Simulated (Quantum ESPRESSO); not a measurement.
# Core-hole calculation of the C K edge in Sc2CO (R-3m), part 3 of 4

What does one-electron theory with a core hole give for the C K edge of Sc2CO (R-3m)?

Quantum ESPRESSO 7.5; X-ray absorption near-edge structure, plane-wave PAW PBEsol, one-electron final states by a Lanczos continued fraction.

So far. Step 2 (The field without a hole): The mesh shows no gap, so the system is treated as a metal and the core electron is put at the Fermi level (neutral cell). Step 3 (Spectrum without a core hole, C atom 4): Main maxima below 24 eV (height): 7.1 eV (2.28), 10.6 eV (0.98), 13.6 eV (2.07) and 17.4 eV (1.23). A K edge sees empty p states on the absorber.

**8. Spectrum with XCH, C atom 4**

The Lanczos recursion gives the spectrum without computing empty bands; each polarisation needs a run of its own on the full k mesh. xe0 is set between filled and empty states, and states below it are cut, here at the Fermi level, which holds the excited electron. The file of filecore holds the core orbital, taken from the hole-free data set.

File xspectra.in:

```
&input_xspectra
   calculation='xanes_dipole', edge='K'
   prefix='x', outdir='tmp', xiabs=3, xe0=12.8624
   xonly_plot=.false., x_save_file='xanes.sav'
   xniter=3000, xcheck_conv=20, xerror=0.005
   xcoordcrys=.false., xepsilon(1)=1, xepsilon(2)=0, xepsilon(3)=0
/
&plot
   xnepoint=413, xemin=-10, xemax=45, terminator=.true., cut_occ_states=.true.
   xgamma=0.4
/
&pseudos
   filecore='../C.wfc'
/
&cut_occ
   cut_desmooth=0.1, cut_stepl=0.05, cut_stepu=0.05, cut_ierror=1e-5
/
6 7 7 0 0 0
```

xspectra_1.in, as its differences from xspectra.in of step 8:

```diff
@@ -5,3 +5,3 @@
    xniter=3000, xcheck_conv=20, xerror=0.005
-   xcoordcrys=.false., xepsilon(1)=1, xepsilon(2)=0, xepsilon(3)=0
+   xcoordcrys=.false., xepsilon(1)=0, xepsilon(2)=1, xepsilon(3)=0
 /
```

xspectra_2.in, as its differences from xspectra_1.in of step 8:

```diff
@@ -5,3 +5,3 @@
    xniter=3000, xcheck_conv=20, xerror=0.005
-   xcoordcrys=.false., xepsilon(1)=0, xepsilon(2)=1, xepsilon(3)=0
+   xcoordcrys=.false., xepsilon(1)=0, xepsilon(2)=0, xepsilon(3)=1
 /
```

Run with:

```sh
$ OMP_NUM_THREADS=1 mpirun --oversubscribe --bind-to none -np 4 xspectra.x -nk 4 -in xspectra.in > xspectra.out
```

The log of the run:

```text
     [... banner and references ...]
Reading input_file

     calculation: xanes_dipole

     xepsilon  [cartesian coordinates]:   1.000000   0.000000   0.000000

     xonly_plot: FALSE
        => complete calculation: Lanczos + spectrum plot

     filecore (core-wavefunction file): ../C.wfc

     main plot parameters:
        cut_occ_states: TRUE
        gamma_mode:  constant
        -> using xgamma [eV]:  0.40
        xemin [eV]: -10.00
        xemax [eV]:  45.00
        xnepoint:  413
        xe0 [eV]:  12.862400 (energy zero read in input file)

     WARNING: variable ef_r is obsolete

                      Reading SCF save directory: x.save

     tmp/x.save/

     Exchange-correlation= PBESOL
                           (   1   4  10   8   0   0   0)

     G-vector sticks info

                           Getting the Fermi energy

     From SCF save directory:
        ehomo [eV]:   13.1930 (highest occupied level)
        elumo [eV]:   13.2470 (lowest occupied level)
        ef    [eV]:   13.1930

     -> ef (in eV) will be written in x_save_file

                           Energy zero of the spectrum

     -> ef will NOT be used as energy zero of the spectrum
       (because xe0 read in input file)

     G-vector sticks info

     bravais-lattice index     =            0
     lattice parameter (alat)  =      10.6044  a.u.
     unit-cell volume          =     975.3128 (a.u.)^3
     number of atoms/cell      =           12
     number of atomic types    =            4
     number of electrons       =        97.00
     number of Kohn-Sham states=           60
     kinetic-energy cutoff     =      50.0000  Ry
     charge density cutoff     =     450.0000  Ry
     Exchange-correlation= PBESOL
                           (   1   4  10   8   0   0   0)

     celldm(1)=  10.604375  celldm(2)=   0.000000  celldm(3)=   0.000000
     celldm(4)=   0.000000  celldm(5)=   0.000000  celldm(6)=   0.000000

     crystal axes: (cart. coord. in units of alat)
               a(1) = (   0.000000  -0.333634   0.942703 )
               a(2) = (   0.000000   1.000902   0.000000 )
               a(3) = (  -0.866807   0.500451   0.000000 )

     reciprocal axes: (cart. coord. in units 2 pi/alat)
               b(1) = (  0.000000 -0.000000  1.060780 )
               b(2) = (  0.576830  0.999098  0.353593 )
               b(3) = ( -1.153660  0.000000  0.000000 )

     PseudoPot. #1 for Sc:     Pseudo is Projector augmented-wave + core cor, Zval = 11.0

     ../pp/O.pbesol-n-kjpaw.UPF
     Pseudo is Projector augmented-wave + core cor, Zval =  6.0
     Shape of augmentation charge: PSQ
     Using radial grid of 1095 points,  4 beta functions with:
                l(1) =   0
                l(2) =   0
                l(3) =   1
                l(4) =   1
     Q(r) pseudized with 0 coefficients

     ../pp/C.pbesol-n-kjpaw-1sch.UPF
     Pseudo is Projector augmented-wave + core cor, Zval =  5.0
     Shape of augmentation charge: PSQ
     Using radial grid of 1073 points,  4 beta functions with:
                l(1) =   0
[...]
Q(r) pseudized with 0 coefficients

     ../pp/C.pbesol-n-kjpaw.UPF
     Pseudo is Projector augmented-wave + core cor, Zval =  4.0
     Shape of augmentation charge: PSQ
     Using radial grid of 1073 points,  4 beta functions with:
[...]
l(2) =   0
                l(3) =   1
                l(4) =   1
     Q(r) pseudized with 0 coefficients

     atomic species   valence    mass     pseudopotential
     Sc               11.00     1.00000     Sc( 1.00)
     O                 6.00     1.00000     O ( 1.00)
     C0                5.00     1.00000     C ( 1.00)
     C                 4.00     1.00000     C ( 1.00)

      4 Sym. Ops., with inversion, found

   Cartesian axes

     site n.     atom                  positions (alat units)
         1        Sc     tau(   1) = (   0.0000000   0.6672682   0.2458171  )
         2        Sc     tau(   2) = (  -0.2889356   0.1668170   0.2458171  )
[...]
10        C0     tau(  10) = (   0.0000000   0.3336341   0.4713513  )
        11        C      tau(  11) = (  -0.2889356   0.8340853   0.4713513  )
        12        C      tau(  12) = (  -0.5778712   0.3336341   0.4713513  )

     number of k points=   294  Marzari-Vanderbilt smearing, width (Ry)=  0.0150

     Number of k-points >= 100: set verbosity='high' to print them.

     Dense  grid:   157267 G-vectors     FFT dimensions: (  72,  72,  72)

     Smooth grid:    46635 G-vectors     FFT dimensions: (  48,  48,  48)

     The potential is recalculated from file :
     tmp/x.save/charge-density

     Starting wfcs are   84 atomic wfcs
     Checking if some PAW data can be deallocated...

               Reading core wavefunction file for the absorbing atom

     ../C.wfc successfully read

                              Attributing the PAW radii
                     for the absorbing atom [units: Bohr radius]

        PAW proj 1: r_paw(l= 0)= 1.80  (1.5*r_cut)
        PAW proj 2: r_paw(l= 0)= 1.80  (1.5*r_cut)
        PAW proj 3: r_paw(l= 1)= 2.10  (1.5*r_cut)
        PAW proj 4: r_paw(l= 1)= 2.10  (1.5*r_cut)

        NB: The calculation will not necessary use all these r_paw values.
            - For a edge in the electric-dipole approximation,
              only the r_paw(l=1) values are used.
            - For a K edge in the electric-quadrupole approximation,
              only the r_paw(l=2) values are used.

            - For a L2 or L3 edge in the electric-quadrupole approximation,

              all projectors (s, p and d) are used.

     init_gipaw_1: projectors nearly linearly dependent:
     ntyp =  4, l/n1/n2 =  1 2 1  0.99439377

                          Starting XANES calculation
                     in the electric dipole approximation

     Method of calculation based on the Lanczos recursion algorithm
        - STEP 1: Construction of a kpoint-dependent Lanczos basis,
          in which the Hamiltonian is tridiagonal (each 'iter'
          corresponds to the calculation of one more Lanczos vector)
        - STEP 2: Calculation of the cross-section as a continued fraction
          averaged over the k-points.

     ... Begin STEP 1 ...

        Radial transition matrix element(s) used in the calculation of the
        initial vector of the Lanczos basis (|tilde{phi}_abs> normalized)
        | For PAW proj. (l=1) #1: radial matrix element =   0.220105968
        | For PAW proj. (l=1) #2: radial matrix element =   0.252982938

NB: the    74 k-point are not all listed below because npool=  4
        |-------------------------------------------------------------
        ! k-point #     1:  ( 0.0000,  0.0000,  0.0000),  0.0068,   1
        |-------------------------------------------------------------
 okvan= T
        |   Norm of the initial Lanczos vector: 0.17111796E+00
        |   Estimated error at iter     20:   1.00633748
        |   Estimated error at iter     40:   0.47101722
        |   Estimated error at iter     60:   0.39755882
        |   Estimated error at iter     80:   0.35616114
        |   Estimated error at iter    100:   0.18080401
[...]
!   => CONVERGED at iter    300 with error=  0.00218908
        |-------------------------------------------------------------
        ! k-point #     2:  (-0.1648,  0.0000,  0.0000),  0.0068,   1
        |-------------------------------------------------------------
 okvan= T
        |   Norm of the initial Lanczos vector: 0.17111779E+00
[...]
!   => CONVERGED at iter    440 with error=  0.00328669
        |-------------------------------------------------------------
     [... 71 further k-points ...]
        ! k-point #    74:  (-0.2472,  0.4282,  0.3283),  0.0068,   1
        |-------------------------------------------------------------
 okvan= T
        |   Norm of the initial Lanczos vector: 0.17111766E+00
[...]
|   Estimated error at iter    480:   0.00834900
        |   Estimated error at iter    500:   0.00785556
        |   Estimated error at iter    520:   0.00556391
        !   => CONVERGED at iter    540 with error=  0.00489535

     Results of STEP 1 successfully written in x_save_file
     x_save_file name:
     ->  xanes.sav
     x_save_file version:  2

     ... End STEP 1 ...

     ... Begin STEP 2 ...

     The spectrum is calculated using the following parameters:
        xe0 [eV]:   12.8624
        the occupied states are elimintate from the spectrum
        xemin [eV]: -10.00
        xemax [eV]:  45.00
        xnepoint:  413
        constant broadening parameter [eV]:    0.400
        Core level energy [eV]:  -284.2
         (from electron binding energy of neutral atoms in X-ray data booklet)

     Cross-section successfully written in xanes.dat

     ... End STEP 2 ...

                                END JOB XSpectra
```

Run time: 7.2 min. Hardware: 4 MPI ranks of Intel Xeon 6975P-C (Granite Rapids), shared host; peak memory 0.24 GiB; 29 min of CPU time.

The C K spectrum, C atom 4, excited-electron core hole (neutral cell) (energy from the energy zero of the input (xe0, at the border of filled and empty states); intensity scaled to a mean of 1 over the first 20 eV; the points at xe0, where the cut of filled states can leave a spike, are interpolated; polarised curves are means over the symmetry-equivalent atoms):

```csv
E (eV),isotropic,ε ⊥ c,ε ∥ c
-2.0,0.05,0.05,0.05
-1.4,0.06,0.06,0.06
-0.8,0.09,0.09,0.09
-0.2,0.18,0.19,0.17
0.4,0.32,0.34,0.29
1.0,0.47,0.50,0.41
1.6,0.66,0.65,0.67
2.2,0.88,0.80,1.04
2.8,1.12,1.01,1.34
3.4,1.53,1.49,1.61
4.0,1.77,1.67,1.96
4.6,1.87,1.71,2.20
5.2,2.28,2.29,2.27
5.8,1.96,2.19,1.49
6.4,1.36,1.54,1.01
7.0,0.90,0.85,1.01
7.6,0.71,0.59,0.93
8.2,0.73,0.64,0.93
8.8,0.92,0.83,1.09
9.4,1.02,0.87,1.34
10.0,0.93,0.81,1.17
10.6,1.09,0.96,1.37
11.2,1.69,1.53,2.01
11.8,1.87,2.06,1.50
12.4,1.49,1.76,0.96
13.0,1.02,1.20,0.64
13.6,0.64,0.76,0.41
14.2,0.49,0.55,0.37
14.8,0.59,0.65,0.48
15.4,0.78,0.84,0.67
16.0,0.99,1.00,0.98
16.6,0.76,0.71,0.84
17.2,0.60,0.56,0.68
17.8,0.53,0.51,0.56
18.4,0.48,0.48,0.48
19.0,0.42,0.42,0.43
19.6,0.40,0.38,0.42
20.2,0.37,0.38,0.35
20.8,0.35,0.36,0.33
21.4,0.35,0.37,0.33
22.0,0.37,0.37,0.37
22.6,0.45,0.44,0.45
23.2,0.52,0.53,0.51
23.8,0.54,0.57,0.48
24.4,0.56,0.58,0.51
25.0,0.56,0.57,0.54
25.6,0.60,0.56,0.67
26.2,0.77,0.62,1.08
26.8,1.02,0.78,1.51
27.4,1.36,1.21,1.67
28.0,1.71,1.73,1.68
28.6,1.64,1.68,1.55
29.2,1.36,1.39,1.30
29.8,0.86,0.89,0.80
30.4,0.49,0.48,0.50
31.0,0.37,0.35,0.40
31.6,0.30,0.29,0.31
```

Main maxima below 24 eV (height): 5.1 eV (2.29), 9.4 eV (1.03), 11.6 eV (1.92) and 16.0 eV (1.00). A K edge sees empty p states; the first features are C p mixed into the empty d states of the Sc neighbours, and the broad ones above probably into the cations' higher empty bands.

The total-energy difference is 285.81 eV. One term is added: -6.71 eV, since the hole is spin-paired here and a spin-polarised one costs that much less in the free atom (computed apart). The photon energy is then 279.10 eV. The functional leaves an error in such absolute values: in the free atom PBEsol prices this hole 1.5 eV below PBE (computed apart), and PBE is itself good to a few eV.

**9. Another broadening**

The final state's lifetime shortens with energy, so measured features broaden above the edge; the saved Lanczos coefficients are redrawn with a width that grows.

File xspectra_plot.in:

```
&input_xspectra
   calculation='xanes_dipole', edge='K'
   prefix='x', outdir='tmp', xiabs=3, xe0=12.8624
   xonly_plot=.true., x_save_file='xanes.sav'
   xniter=3000, xcheck_conv=20, xerror=0.005
   xcoordcrys=.false., xepsilon(1)=1, xepsilon(2)=0, xepsilon(3)=0
/
&plot
   xnepoint=413, xemin=-10, xemax=45, terminator=.true., cut_occ_states=.true.
   gamma_mode='variable', gamma_energy(1)=4, gamma_energy(2)=25, gamma_value(1)=0.3, gamma_value(2)=2.5
/
&pseudos
   filecore='../C.wfc'
/
&cut_occ
   cut_desmooth=0.1, cut_stepl=0.05, cut_stepu=0.05, cut_ierror=1e-5
/
6 7 7 0 0 0
```

Run with:

```sh
$ OMP_NUM_THREADS=1 xspectra.x -in xspectra_plot.in > xspectra_plot.out
```

The log of the run:

```text
     [... banner and references ...]
Reading input_file
     -------------------------------------------------------------------------

     calculation: xanes_dipole

     xonly_plot: TRUE
        => only the spectrum plot

     main plot parameters:
        cut_occ_states: TRUE
        gamma_mode:  variable
        -> first, constant up to point ( 4.00, 0.30) [eV]
        -> then, linear up to point (25.00, 2.50) [eV]
        -> finally, constant up to xemax
        xemin [eV]: -10.00
        xemax [eV]:  45.00
        xnepoint:  413
[...]
xemin [eV]: -10.00
        xemax [eV]:  45.00
        xnepoint:  413
        energy-dependent broadening parameter:
         -> first, constant up to point ( 4.00, 0.30) [eV]
         -> then, linear up to point (25.00, 2.50) [eV]
         -> finally, constant up to xemax
        Core level energy [eV]:  -284.2
         (from electron binding energy of neutral atoms in X-ray data booklet)

     Cross-section successfully written in xanes.dat

     -------------------------------------------------------------------------
                                END JOB XSpectra
     -------------------------------------------------------------------------
[key lines of the parts left out:]
Fermi level [eV]:  13.1930
```

Elapsed: 11 s, on 1 MPI rank; peak memory 0.05 GiB.

With a Lorentzian half width 0.3 eV up to 4 eV, rising linearly to 2.5 eV at 25 eV, the maxima are 4.0 eV (1.84), 5.1 eV (2.27) and 11.6 eV (1.37).

**10. Reference energy of the cell**

The cell and mesh change for the next run, so it gets a reference energy of its own.

File scf.in:

```
&control
   calculation='scf', prefix='x', pseudo_dir='../pp', outdir='tmp', tprnfor=.true.
/
&system
   ibrav=0, nat=4, ntyp=3, nbnd=20
   ecutwfc=50, ecutrho=450
   occupations='smearing', smearing='mv', degauss=0.015
/
&electrons
   conv_thr=4.0e-08, electron_maxstep=120
   mixing_beta=0.5
/
ATOMIC_SPECIES
Sc 1.0 Sc.pbesol-spn-kjpaw.UPF
O 1.0 O.pbesol-n-kjpaw.UPF
C 1.0 C.pbesol-n-kjpaw.UPF
CELL_PARAMETERS angstrom
  -1.62138916 2.80832841 0.00000000
  1.62138916 2.80832841 0.00000000
  -1.62138916 -0.93610947 -5.29006396
ATOMIC_POSITIONS crystal
Sc   0.75358596 0.49282808 0.73924212
Sc   0.24641404 0.50717192 0.26075788
O    0.00000000 0.00000000 0.00000000
C    0.50000000 0.00000000 0.50000000
K_POINTS automatic
9 9 9 0 0 0
```

Run with:

```sh
$ OMP_NUM_THREADS=1 mpirun --oversubscribe --bind-to none -np 4 pw.x -nk 4 -in scf.in > scf.out
```

The log of the run:

```text
     [... banner and references ...]
[banner, memory and clock lines left out]
using ibrav=0 with symmetry is DISCOURAGED, use correct ibrav instead

     G-vector sticks info

     bravais-lattice index     =            0
     lattice parameter (alat)  =       6.1280  a.u.
     unit-cell volume          =     325.1043 (a.u.)^3
     number of atoms/cell      =            4
     number of atomic types    =            3
[...]
atom    1 type  1   force =     0.00000000    0.00000000   -0.00291755
     atom    2 type  1   force =    -0.00000000   -0.00000000    0.00291755
     atom    3 type  2   force =     0.00000000    0.00000000    0.00000000
     atom    4 type  3   force =     0.00000000    0.00000000    0.00000000

     Total force =     0.004126     Total SCF correction =     0.000487
     SCF correction compared to forces is large: reduce conv_thr to get better values

     XML data file, charge density, pseudopotentials, collected wavefunctions
[key lines of the parts left out:]
!    total energy              =    -369.96480933 Ry
the Fermi energy is    11.8811 ev
convergence has been achieved in  20 iterations
```

The job ended after 25 s (4 MPI ranks; peak memory 0.13 GiB).

**11. Cell with XCH, C atom 4**

A smaller cell brings the holes closer; here they are 3.2 Å apart.

Changed against the first core-hole run: supercell atoms from 12 to 4.

Changes to scf.in since step 10:

```diff
@@ -4,3 +4,3 @@
 &system
-   ibrav=0, nat=4, ntyp=3, nbnd=20
+   ibrav=0, nat=4, ntyp=3, nbnd=21
    ecutwfc=50, ecutrho=450
@@ -15,3 +15,3 @@
 O 1.0 O.pbesol-n-kjpaw.UPF
-C 1.0 C.pbesol-n-kjpaw.UPF
+C0 1.0 C.pbesol-n-kjpaw-1sch.UPF
 CELL_PARAMETERS angstrom
@@ -24,3 +24,3 @@
 O    0.00000000 0.00000000 0.00000000
-C    0.50000000 0.00000000 0.50000000
+C0   0.50000000 0.00000000 0.50000000
 K_POINTS automatic
```

The log of the run:

```text
     [... banner and references ...]
[banner, memory and clock lines left out]
using ibrav=0 with symmetry is DISCOURAGED, use correct ibrav instead

     G-vector sticks info

     bravais-lattice index     =            0
     lattice parameter (alat)  =       6.1280  a.u.
     unit-cell volume          =     325.1043 (a.u.)^3
     number of atoms/cell      =            4
     number of atomic types    =            3
[...]
convergence has been achieved in  24 iterations

     Forces acting on atoms (cartesian axes, Ry/au):

     atom    1 type  1   force =     0.00000000    0.00000000    0.01179255
     atom    2 type  1   force =     0.00000000    0.00000000   -0.01179255
     atom    3 type  2   force =     0.00000000    0.00000000    0.00000000
     atom    4 type  3   force =    -0.00000000    0.00000000   -0.00000000

     Total force =     0.016677     Total SCF correction =     0.000537

     XML data file, charge density, pseudopotentials, collected wavefunctions
[key lines of the parts left out:]
!    total energy              =    -374.36238500 Ry
the Fermi energy is    13.5379 ev
```

It took 28 s on 4 MPI ranks; peak memory 0.14 GiB; 1.9 min of CPU time.

**12. Spectrum with XCH, C atom 4**

Changed against the first core-hole run: supercell atoms from 12 to 4.

Changes to xspectra.in since step 8:

```diff
@@ -2,3 +2,3 @@
    calculation='xanes_dipole', edge='K'
-   prefix='x', outdir='tmp', xiabs=3, xe0=12.8624
+   prefix='x', outdir='tmp', xiabs=3, xe0=13.5379
    xonly_plot=.false., x_save_file='xanes.sav'
@@ -17,2 +17,2 @@
 /
-6 7 7 0 0 0
+11 11 11 0 0 0
```

Run with:

```sh
$ OMP_NUM_THREADS=1 mpirun --oversubscribe --bind-to none -np 4 xspectra.x -nk 4 -in xspectra.in > xspectra.out
```

The log of the run:

```text
     [... banner and references ...]
Reading input_file

     calculation: xanes_dipole

     xepsilon  [cartesian coordinates]:   1.000000   0.000000   0.000000

     xonly_plot: FALSE
        => complete calculation: Lanczos + spectrum plot

     filecore (core-wavefunction file): ../C.wfc

     main plot parameters:
        cut_occ_states: TRUE
        gamma_mode:  constant
        -> using xgamma [eV]:  0.40
        xemin [eV]: -10.00
        xemax [eV]:  45.00
        xnepoint:  413
        xe0 [eV]:  13.537900 (energy zero read in input file)

[...]
Results of STEP 1 successfully written in x_save_file
     x_save_file name:
     ->  xanes.sav
     x_save_file version:  2

     ... End STEP 1 ...

     ... Begin STEP 2 ...

     The spectrum is calculated using the following parameters:
        xe0 [eV]:   13.5379
        the occupied states are elimintate from the spectrum
        xemin [eV]: -10.00
        xemax [eV]:  45.00
        xnepoint:  413
        constant broadening parameter [eV]:    0.400
        Core level energy [eV]:  -284.2
         (from electron binding energy of neutral atoms in X-ray data booklet)

     Cross-section successfully written in xanes.dat

     ... End STEP 2 ...

                                END JOB XSpectra
```

It took 2.2 min on 4 MPI ranks; peak memory 0.16 GiB.

These settings depart from the first run's and aren't meant as converged.

Against the first run the r.m.s. difference is 35 %. A shift of -1.0 eV leaves 12 %. The highest intensity below 16 eV goes from 5.1 eV (2.29) to 4.7 eV (2.18).

```csv
E (eV),first run,this run
-2.0,0.05,0.06
-0.5,0.12,0.15
1.0,0.47,0.70
2.5,0.97,1.50
4.0,1.77,1.94
5.5,2.16,1.29
7.0,0.90,1.03
8.5,0.82,1.03
10.0,0.93,1.50
11.5,1.90,1.37
13.0,1.02,0.51
14.5,0.51,0.93
16.0,0.99,0.60
17.5,0.56,0.45
19.0,0.42,0.35
20.5,0.35,0.33
22.0,0.37,0.45
23.5,0.53,0.53
25.0,0.56,0.59
26.5,0.89,1.53
28.0,1.71,1.55
29.5,1.15,0.41
31.0,0.37,0.30
```

(Continued in part 4 of 4.)

[Banner, clock and machine lines of the logs are left out without a mark of their own.]

[Logs are printed without paths, hosts, clocks, repeated set-up lines and the standing remarks that a program may print on its own settings, such as how far it seeks lower states.]

[Hosts, paths, dates, database ids (printed as entryN), source tags and the programs' standing remarks are cut or masked in the printed files.]

[Lists of maxima count a maximum above −3 eV only where it reaches 4 % of the highest in the window and stands out from its surroundings by 2 % of it (1.5 % where it reaches 55 %); shoulders and weaker maxima are passed over, and of the rest the first, up to two pre-edge ones and the few strongest are named.]
